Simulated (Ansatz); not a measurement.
# Memory against size: Li(100) slab (120 atoms) repeated, support functions

The cell holds 120 atoms: 120 Li. Cell: a = 21.060 Å, b = 17.550 Å, c = 19.265 Å, α = 90.0°, β = 90.0°, γ = 90.0°. It derives from Li (bcc). Bcc Li (a = 3.51 Å), (100) slab of 4 repeat layers, 6 x 5 surface cells, 14 Å of vacuum; every coordinate displaced by a Gaussian of 0.05 Å. Vacuum lies along c.

Calculated with Ansatz 0.2.0: Kohn-Sham DFT, PBE, PAW (set soft_2), localised support functions (medium); the typed cell is repeated and solved at Γ on 1 × NVIDIA H100 80GB HBM3 with 9 threads of AMD EPYC 7R13 (Zen 3), shared host.

| atoms | memory planned on the GPU (GiB) | repeats | SCF cycles |
| --- | --- | --- | --- |
| 120 | 5.8 | 1×1×1 | 26 |
| 240 | 9.8 | 1×2×1 | 27 |
| 480 | 17.7 | 2×2×1 | 26 |
| 1080 | ? | ? | ? |
| 2400 | 43.2 | 4×5×1 | 33 |

Task: Fit a power law of the atom count to the rows given and interpolate to the withheld row.

**Working.**

A power law y = A x^b is a line in u = ln x and v = ln y.

```
u = ln x  v = ln y
 4.78749   1.75786
 5.48064   2.28238
 6.17379   2.87356
 7.78322   3.76584
```

With n = 4: mean u = 6.05629, mean v = 2.66991, Σ(u − ū)² = 4.9373, Σ(u − ū)(v − v̄) = 3.2968. Slope b = 3.2968 / 4.9373 = 0.66773; intercept a = v̄ − b ū = -1.3741.

At the withheld row u = 6.985, v = a + b u = 3.290, and y = exp(v).

Prediction at 1080: 26.84 GiB. The run gave 37.3 GiB, so the fit is low by 10 GiB (28 % of the value).

The fitted exponent is 0.67. Between neighbouring rows, the withheld one included, the exponents are 0.76, 0.85, 0.92 and 0.18, so one power law doesn't hold over the range. Among the rows given, the largest relative miss of the fit is at 480, by 2.1 GiB (12 %).

Limits: One run a row. Whether the card's size bounds the plan at the largest cells wasn't tested.

[Logs are printed without paths, hosts, clocks, repeated set-up lines and the standing remarks that a program may print on its own settings, such as how far it seeks lower states.]

[Hosts, paths, dates, database ids (printed as entryN), source tags and the programs' standing remarks are cut or masked in the printed files.]
